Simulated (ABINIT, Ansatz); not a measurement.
# Hf (Im-3m): from the cell to the phonon bands, part 2 of 4

How does Hf (Im-3m) vibrate, and is this structure a minimum?

ABINIT 10.8.3; DFT LDA, scalar-relativistic, plane waves, PseudoDojo norm-conserving pseudopotentials.

So far. Step 2 (Relaxing the cell and atoms): The volume changes by +0.3 % from the cell with which this run began. Step 3 (Self-consistent run for the response): The cell stands at -0.56 GPa: the relaxation ran with a smoothed and higher cutoff, and the difference is a stress of the finite basis. The relaxed cell has a = 3.432 Å (conventional setting).

This is not the structure that Hf takes at ambient pressure and room temperature (hexagonal, No. 194); it is a model or a phase of other conditions.

## Step 4: Linear response at Γ

At q = 0 one unit cell holds all displacements. The response is solved for single atoms along the cell's directions, and symmetry skips those that follow from others. The crystal is treated as a metal, which screens a static field, so no field response is asked.

dfpt_gamma.abi

```

# common to the responses
getwfk_filepath "gso_WFK"
kptopt 2
nqpt 1
qpt 0.0 0.0 0.0
asr 0
chneut 0

# displacements
rfphon 1
rfatpol 1 1
rfdir 1 1 1
tolvrs 1.0d-10
prtwf 0
prtpot 1

# basis, mesh and filling
ecut 25.0
ngkpt 12 12 12
nshiftk 1
shiftk 0.0 0.0 0.0
istwfk *1
occopt 7
tsmear 0.01
nband 12
nstep 100
diemac 1000000.0
prtebands 0
prtgsr 0
useylm 1

# cell and atoms
acell 5.615863478 5.615863478 5.615863478
rprim 
    0.5773502692 0.5773502692 0.5773502692
    -0.5773502692 0.5773502692 0.5773502692
    -0.5773502692 -0.5773502692 0.5773502692
ntypat 1
znucl 72
natom 1
typat 1
xred 
    0.0 0.0 0.0
pp_dirpath "./pseudo"
pseudos "Hf.upf"
```

Started as:

```
$ OMP_NUM_THREADS=1 mpirun -n 4 abinit dfpt_gamma.abi > dfpt_gamma.log
```

Numbers of over 12 decimals in the logs are rounded to 6 here.

dfpt_gamma.abo, the main output file:

```text
[banners, grids, parts of the stress and lines that vanish by symmetry left out]
- input  file    -> dfpt_gamma.abi
- output file    -> dfpt_gamma.abo
- root for input  files -> dfpt_gammai
- root for output files -> dfpt_gammao

 Symmetries : space group Im -3 m (#229); Bravais cI (body-center cubic)
================================================================================
 Values of the parameters that define the memory need of the present run (RF).
     intxc =       0      iscf =       7    lmnmax =      32     lnmax =       8
     mgfft =      27  mpssoang =       4    mqgrid =    3001     natom =       1
  nloc_mem =       1    nspden =       1   nspinor =       1    nsppol =       1
      nsym =      48    n1xccc =    2501    ntypat =       1    occopt =       7
   xclevel =       1
-    mband =          12        mffmem =           1         mkmem =         217
-   mkqmem =         217        mk1mem =         217           mpw =         856
      nfft =       19683          nkpt =         868
- my_mband =          12
================================================================================
================================================================================

--------------------------------------------------------------------------------
------------- Echo of variables that govern the present computation ------------
--------------------------------------------------------------------------------
-
- outvars: echo of selected default values
-   iomode0 =  0 , fftalg0 =312 , wfoptalg0 =  0
-
- outvars: echo of global parameters not present in the input file
-  max_nthreads =    1
-
 -outvars: echo values of preprocessed input variables --------
            acell      5.6158634780E+00  5.6158634780E+00  5.6158634780E+00 Bohr
              amu      1.78490000E+02
              asr           0
           chneut           0
             ecut      2.50000000E+01 Hartree
-          fftalg         312
           istwfk        1    0    0    0    0    0    1    0    0    0
                         0    0    0    0    0    0    0    0    0    0
                         0    0    0    0    0    0    0    0    0    0
                         0    0    0    0    0    0    0    0    0    0
                         0    0    0    0    0    0    0    0    0    0
                       outvar_i_n : Printing only first  50 k-points.
              ixc       -1012
              kpt      0.00000000E+00  0.00000000E+00  0.00000000E+00
                       8.33333333E-02  0.00000000E+00  0.00000000E+00
                       1.66666667E-01  0.00000000E+00  0.00000000E+00
                       2.50000000E-01  0.00000000E+00  0.00000000E+00
                       [...]
                       outvar_i_n : Printing only first  50 k-points.
           kptopt           2
         kptrlatt       12    0    0      0   12    0      0    0   12
          kptrlen      6.73903617E+01
P           mkmem         217
P          mkqmem         217
P          mk1mem         217
            natom           1
            nband          12
           nbdbuf           2
            ngfft          27      27      27
             nkpt         868
             nqpt           1
            nstep         100
             nsym          48
           ntypat           1
              occ      2.000000  2.000000  2.000000  2.000000  2.000000  2.000000
                       0.000000  0.000000  0.000000  0.000000  0.000000  0.000000
                       2.000000  2.000000  2.000000  2.000000  2.000000  2.000000
                       0.000000  0.000000  0.000000  0.000000  0.000000  0.000000
                       [...]
                       prtocc : prtvol=0, do not print more k-points.
           occopt           7
        optdriver           1
        prtebands           0
           prtgsr           0
           prtpot           1
            prtwf           0
           rfphon           1
            rprim      5.7735026920E-01  5.7735026920E-01  5.7735026920E-01
                      -5.7735026920E-01  5.7735026920E-01  5.7735026920E-01
                      -5.7735026920E-01 -5.7735026920E-01  5.7735026920E-01
          spgroup         229
           symrel      1  0  0   0  1  0   0  0  1      -1  0  0   0 -1  0   0  0 -1
                       0  0  1   1 -1  1   1  0  0       0  0 -1  -1  1 -1  -1  0  0
                      -1  1 -1   0  0 -1   0 -1  0       1 -1  1   0  0  1   0  1  0
                       0 -1  0  -1  0  0  -1  1 -1       0  1  0   1  0  0   1 -1  1
                       [...]
           tolvrs      1.00000000E-10
            typat      1
           useylm           1
              wtk        0.00058    0.00116    0.00116    0.00116    0.00116    0.00116
                         0.00058    0.00116    0.00116    0.00116    0.00116    0.00116
                         0.00116    0.00116    0.00116    0.00116    0.00116    0.00116
                         0.00116    0.00116    0.00116    0.00116    0.00116    0.00116
                       [...]
                       outvars : Printing only first  50 k-points.
            znucl       72.00000

================================================================================

 chkinp: Checking input parameters for consistency.

================================================================================
== DATASET  1 ==================================================================
-   mpi_nproc: 4, omp_nthreads: 1 (-1 if OMP is not activated)

--- !DatasetInfo
iteration_state: {dtset: 1, }
dimensions: {natom: 1, nkpt: 868, mband: 12, nsppol: 1, nspinor: 1, nspden: 1, mpw: 856, }
cutoff_energies: {ecut:  25.0, pawecutdg:  -1.0, }
electrons: {nelect:   1.20000000E+01, charge:   0.00000000E+00, occopt:   7.00000000E+00, tsmear:   1.00000000E-02, }
meta: {optdriver: 1, rfphon: 1, }
...

 mkfilename: getwfk from: gso_WFK

 Real(R)+Recip(G) space primitive vectors, cartesian coordinates (Bohr,Bohr^-1):
 R(1)=  3.2423203  3.2423203  3.2423203  G(1)=  0.1542106  0.0000000  0.1542106
 R(2)= -3.2423203  3.2423203  3.2423203  G(2)= -0.1542106  0.1542106  0.0000000
 R(3)= -3.2423203 -3.2423203  3.2423203  G(3)=  0.0000000 -0.1542106  0.1542106
 Unit cell volume ucvol=  1.3634140E+02 bohr^3
 Angles (23,13,12)=  7.05287794E+01  1.09471221E+02  7.05287794E+01 degrees
 setup1 : take into account q-point for computing boxcut.

 getcut: wavevector=  0.0000  0.0000  0.0000  ngfft=  27  27  27
         ecut(hartree)=     25.000   => boxcut(ratio)=   2.05998

--- Pseudopotential description ------------------------------------------------
- pspini: atom type   1  psp file is ./pseudo/Hf.upf

   2.63260789E+02                                ecore*ucvol(ha*bohr**3)
--------------------------------------------------------------------------------

 ==>  initialize data related to q vector <==

 The list of irreducible perturbations for this q vector is:
    1)    idir= 1    ipert=   1

================================================================================

 The perturbation idir=   2  ipert=   1 is
 symmetric of a previously calculated perturbation.
 So, its SCF calculation is not needed.

 The perturbation idir=   3  ipert=   1 is
 symmetric of a previously calculated perturbation.
 So, its SCF calculation is not needed.

--------------------------------------------------------------------------------
 Perturbation wavevector (in red.coord.)   0.000000  0.000000  0.000000
 Perturbation : displacement of atom   1   along direction   1
 Found     6 symmetries that leave the perturbation invariant.
 symkpt : the number of k-points, thanks to the symmetries,
 is reduced to   189 .

--------------------------------------------------------------------------------

--------------------------------------------------------------------------------

 dfpt_looppert : total number of electrons, from k and k+q
  fully or partially occupied states are    1.200000E+01 and    1.200000E+01.
 Initialisation of the first-order wave-functions :
  ireadwf=   0

--- !BeginCycle
iteration_state: {dtset: 1, }
solver: {iscf: 7, nstep: 100, nline: 4, wfoptalg: 0, }
tolerances: {tolvrs: 1.00E-10, }
...

     iter   2DEtotal(Ha)        deltaE(Ha) residm    vres2
-ETOT  1  0.303675     -1.062E+03 3.232E+00 7.037E+01
 ETOT  2  1.78458384797864E-03 -3.019E-01 7.233E-02 1.700E+00
 ETOT  3  2.77241378029203E-04 -1.507E-03 6.322E-05 6.092E-02
 ETOT  4  2.37231078784816E-04 -4.001E-05 3.173E-06 2.669E-04
 ETOT  5  2.37019695845220E-04 -2.114E-07 7.937E-09 2.561E-06
 ETOT  6  2.37018344790840E-04 -1.351E-09 2.765E-10 3.398E-09
 ETOT  7  2.37018342517104E-04 -2.274E-12 4.358E-13 9.057E-12

 At SCF step    7       vres2   =  9.06E-12 < tolvrs=  1.00E-10 =>converged.
================================================================================

 ----iterations are completed or convergence reached----

 Mean square residual over all n,k,spin=   43.418E-16; max=  43.577E-14

 Thirteen components of 2nd-order total energy (hartree) are
 1,2,3: 0th-order hamiltonian combined with 1st-order wavefunctions
     kin0=   6.19240323E+02 eigvalue=   7.70855637E+01  local=  -3.72823627E+02
 4,5,6: 1st-order hamiltonian combined with 1st and 0th-order wfs
 loc psp =  -1.42730837E+03  Hartree=   3.19569990E+02     xc=  -6.43968173E+01
 note that "loc psp" includes a xc core correction that could be resolved
 7,8,9: eventually, occupation + non-local contributions
    edocc=   2.44731661E+02     enl0=   2.38784159E+02   enl1=  -6.97074137E+02
 1-9 gives the relaxation energy (to be shifted if some occ is /=2.0)
   erelax=  -1.06219125E+03
 10,11,12 Non-relaxation  contributions : frozen-wavefunctions and Ewald
 fr.local=   6.78298648E+02 fr.nonlo=   3.48536743E+02  Ewald=   0.00000000E+00
 13,14 Frozen wf xc core corrections (1) and (2)
 frxc 1  =  -1.39097046E+02  frxc 2 =   1.74453145E+02
 Resulting in :
 2DEtotal=    0.2370183425E-03 Ha. Also 2DEtotal=    0.644959766562E-02 eV
    (2DErelax=   -1.0621912529E+03 Ha. 2DEnonrelax=    1.0621914899E+03 Ha)
    (  non-var. 2DEtotal :    2.3697500191E-04 Ha)

================================================================================

 ---- first-order wavefunction calculations are completed ----

 ==> Compute Derivative Database <==

  2nd-order matrix (non-cartesian coordinates, masses not included,
   asr not included )
     j1       j2             matrix element
  dir pert dir pert     real part     imaginary part

   1    1   1    1         0.0002369730         0.0000000000
   1    1   2    1         0.0000789910         0.0000000000
   1    1   3    1        -0.0000789910         0.0000000000
   1    1   2    3         0.0000000000         0.0000000000
   1    1   3    3         0.0000000000         0.0000000000

   2    1   1    1         0.0000789910         0.0000000000
   2    1   2    1         0.0002369730         0.0000000000
   2    1   3    1         0.0000789910         0.0000000000
   2    1   1    3         0.0000000000         0.0000000000
   2    1   3    3         0.0000000000         0.0000000000

   3    1   1    1        -0.0000789910         0.0000000000
   3    1   2    1         0.0000789910         0.0000000000
   3    1   3    1         0.0002369730         0.0000000000
   3    1   1    3         0.0000000000         0.0000000000
   3    1   2    3         0.0000000000         0.0000000000

   1    3   2    1         0.0000000000         0.0000000000
   1    3   3    1         0.0000000000         0.0000000000

   2    3   1    1         0.0000000000         0.0000000000
   2    3   3    1         0.0000000000         0.0000000000

   3    3   1    1         0.0000000000         0.0000000000
   3    3   2    1         0.0000000000         0.0000000000

  Dynamical matrix, in cartesian coordinates,
   if specified in the inputs, asr has been imposed
     j1       j2             matrix element
  dir pert dir pert     real part    imaginary part

   1    1   1    1         0.0000075139         0.0000000000
   1    1   2    1         0.0000000000         0.0000000000
   1    1   3    1        -0.0000000000         0.0000000000

   2    1   1    1        -0.0000000000         0.0000000000
   2    1   2    1         0.0000075139         0.0000000000
   2    1   3    1        -0.0000000000         0.0000000000

   3    1   1    1        -0.0000000000         0.0000000000
   3    1   2    1        -0.0000000000         0.0000000000
   3    1   3    1         0.0000075139         0.0000000000

  Phonon wavevector (reduced coordinates) :  0.00000  0.00000  0.00000
 Phonon energies in Hartree :
   4.805581E-06  4.805581E-06  4.805582E-06
 Phonon frequencies in cm-1    :
-  1.054703E+00  1.054703E+00  1.054703E+00

== END DATASET(S) ==============================================================
================================================================================

 -outvars: echo values of variables after computation
            acell      5.6158634780E+00  5.6158634780E+00  5.6158634780E+00 Bohr
           etotal      2.3701834252E-04
            fcart      0.0000000000E+00  0.0000000000E+00  0.0000000000E+00
           strten      0.0000000000E+00  0.0000000000E+00  0.0000000000E+00
================================================================================
```

Wall time 15 s (4 MPI ranks of Arm Neoverse V1, shared host).

With one atom there are acoustic modes alone, which should vanish; they come out at 1.05 cm⁻¹ in size, the error that the sum rule removes later.

## Step 5: Phonons on a q mesh

Linear response treats each wavevector of the 4×4×4 mesh in the unit cell; the first-order potentials are kept for the electron-phonon matrix elements.

dfpt_q.abi

```
ndtset 7

# wavevectors
qpt1 0.25 0.0 0.0
qpt2 0.5 0.0 0.0
qpt3 0.5 0.25 0.0
qpt4 0.25 0.25 0.25
qpt5 0.5 0.25 0.25
qpt6 0.25 -0.25 0.25
qpt7 0.5 0.5 0.5

# displacements
getwfk_filepath "gso_WFK"
getwfq_filepath "gso_WFK"
kptopt 3
nqpt 1
rfphon 1
rfatpol 1 1
rfdir 1 1 1
tolvrs 1.0d-10
prtwf 0
prtpot 1

# basis, mesh and filling
ecut 25.0
ngkpt 12 12 12
nshiftk 1
shiftk 0.0 0.0 0.0
istwfk *1
occopt 7
tsmear 0.01
nband 12
nstep 100
diemac 1000000.0
prtebands 0
prtgsr 0
useylm 1

# cell and atoms
acell 5.615863478 5.615863478 5.615863478
rprim 
    0.5773502692 0.5773502692 0.5773502692
    -0.5773502692 0.5773502692 0.5773502692
    -0.5773502692 -0.5773502692 0.5773502692
ntypat 1
znucl 72
natom 1
typat 1
xred 
    0.0 0.0 0.0
pp_dirpath "./pseudo"
pseudos "Hf.upf"
```

Started as:

```
$ OMP_NUM_THREADS=1 mpirun -n 4 abinit dfpt_q.abi > dfpt_q.log
```

dfpt_q.abo, the main output file:

```text
[banners, grids, parts of the stress and lines that vanish by symmetry left out]
- input  file    -> dfpt_q.abi
- output file    -> dfpt_q.abo
- root for input  files -> dfpt_qi
[...]
DATASET    1 : space group Im -3 m (#229); Bravais cI (body-center cubic)
[...]
nfft =       19683          nkpt =        1728
[...]
DATASET    2 : space group Im -3 m (#229); Bravais cI (body-center cubic)
[...]
nfft =       19683          nkpt =        1728
[...]
DATASET    3 : space group Im -3 m (#229); Bravais cI (body-center cubic)
[...]
nfft =       19683          nkpt =        1728
[...]
DATASET    4 : space group Im -3 m (#229); Bravais cI (body-center cubic)
[...]
nfft =       19683          nkpt =        1728
[...]
DATASET    5 : space group Im -3 m (#229); Bravais cI (body-center cubic)
[...]
nfft =       19683          nkpt =        1728
[...]
DATASET    6 : space group Im -3 m (#229); Bravais cI (body-center cubic)
[...]
nfft =       19683          nkpt =        1728
[...]
DATASET    7 : space group Im -3 m (#229); Bravais cI (body-center cubic)
[...]
nfft =       19683          nkpt =        1728
[...]
== DATASET  1 ==================================================================
[...]
cutoff_energies: {ecut:  25.0, pawecutdg:  -1.0, }
[...]
Perturbation : displacement of atom   1   along direction   1
[...]
-ETOT  1   107.05298297955     -1.224E+03 3.259E+00 1.626E+06
 ETOT  2   880.23585147653      7.732E+02 6.201E-01 1.348E+07
 ETOT  3   1.617996     -8.786E+02 2.400E-01 1.179E+03
 ETOT  4   1.531372     -8.662E-02 4.909E-04 6.940E-02
 ETOT  5   1.531339     -3.243E-05 8.048E-06 3.532E-02
[...]
At SCF step   11       vres2   =  4.44E-12 < tolvrs=  1.00E-10 =>converged.
[...]
Perturbation : displacement of atom   1   along direction   2
[...]
-ETOT  1  0.212496     -1.073E+03 3.242E+00 4.082E+01
[...]
At SCF step   11       vres2   =  8.65E-12 < tolvrs=  1.00E-10 =>converged.
[...]
Phonon wavevector (reduced coordinates) :  0.25000  0.00000  0.00000
 Phonon energies in Hartree :
[...]
Phonon frequencies in cm-1    :
- -4.522423E+01  5.461660E+01  9.637983E+01
[...]
== DATASET  2 ==================================================================
[...]
cutoff_energies: {ecut:  25.0, pawecutdg:  -1.0, }
[...]
- 72.00000  12.00000  180309                  znucl, zion, pspdat
[...]
Perturbation : displacement of atom   1   along direction   1
[...]
-ETOT  1   5.107582     -1.197E+03 3.276E+00 2.313E+03
[...]
ETOT  8   3.904506      0.000E+00 1.137E-12 1.867E-09
 ETOT  9   3.904506      1.000E-11 1.619E-14 2.814E-13
 At SCF step    9       vres2   =  2.81E-13 < tolvrs=  1.00E-10 =>converged.
[...]
Phonon wavevector (reduced coordinates) :  0.50000  0.50000  0.50000
 Phonon energies in Hartree :
[...]
Phonon frequencies in cm-1    :
-  1.353829E+02  1.353829E+02  1.353829E+02
[...]
fcart7     0.0000000000E+00  0.0000000000E+00  0.0000000000E+00
       
================================================================================
```

Run time: 25 min. Hardware: 4 MPI ranks.

This step gave:

* lowest mode on the q mesh (acoustic ones at the zone centre apart): -77.44 cm⁻¹

Frequencies (cm⁻¹) before the sum rule at the irreducible wavevectors but Γ, which is solved apart; negative means imaginary. Frequencies by wavevector:

```csv
q (fractions),star,mode 1,mode 2,mode 3
0.25 0 0,12,-45.22,54.62,96.38
0.5 0 0,6,-77.44,91.71,91.96
0.5 0.25 0,24,-47.82,58,109.2
0.25 0.25 0.25,6,76.49,90.5,90.5
0.5 0.25 0.25,12,95.51,116.6,117.6
0.25 -0.25 0.25,2,-31.19,-31.19,-31.19
0.5 0.5 0.5,1,135.4,135.4,135.4
```

(Part 2 of 4 ends here.)

[Host names and launcher messages were left out of these logs when they were recorded.]

[Logs are printed without paths, hosts, clocks, repeated set-up lines and the standing remarks that a program may print on its own settings, such as how far it seeks lower states.]

[Hosts, paths, dates, database ids (printed as entryN), source tags and the programs' standing remarks are cut or masked in the printed files.]
